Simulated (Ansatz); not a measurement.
Rows from a G0W0 calculation on Sn2S3 (Ottemannite) (Ansatz 0.2.0; G0W0 on r2SCAN, plane waves, PAW; 2×4×2 mesh, 420 empty bands, screening to 54 eV, plasmon pole), in eV. Spin-orbit coupling is left out.

```csv
row,Σx,Σc,Vxc,Z
A,-17.15,1.55,-15.74,0.79
B,-16.23,1.40,-14.90,0.79
C,-10.49,-2.97,-14.12,0.80
D,-10.58,-2.89,-14.08,0.81
E,-10.88,-3.02,-14.58,0.80
F,-16.73,1.46,-15.39,0.79
```

Q: Which rows are filled states and which are empty ones, and how can one tell?

Filled: A, B and F. Empty: C, D and E. The sign of Σc tells: for a filled state bare exchange, which holds its interaction with itself, lies below Vxc (Σx − Vxc is -1.3 eV or lower here) and screening gives part back as a positive Σc. For an empty state Σx lies above Vxc (+3.5 eV or more) and the Coulomb hole leaves Σc negative.

[Paths, hosts, dates, memory and timing lines, banners, echoed tables and standing remarks are left out of the program output.]

[Logs are printed without paths, hosts, clocks, repeated set-up lines and the standing remarks that a program may print on its own settings, such as how far it seeks lower states.]

[Runs of the session that timed out or met a known fault of the program may be left out.]

[Cells called generated may have been cut or substituted from an entry of the Crystallography Open Database or the Materials Project.]

[Hosts, paths, dates, database ids (printed as entryN), source tags and the programs' standing remarks are cut or masked in the printed files.]
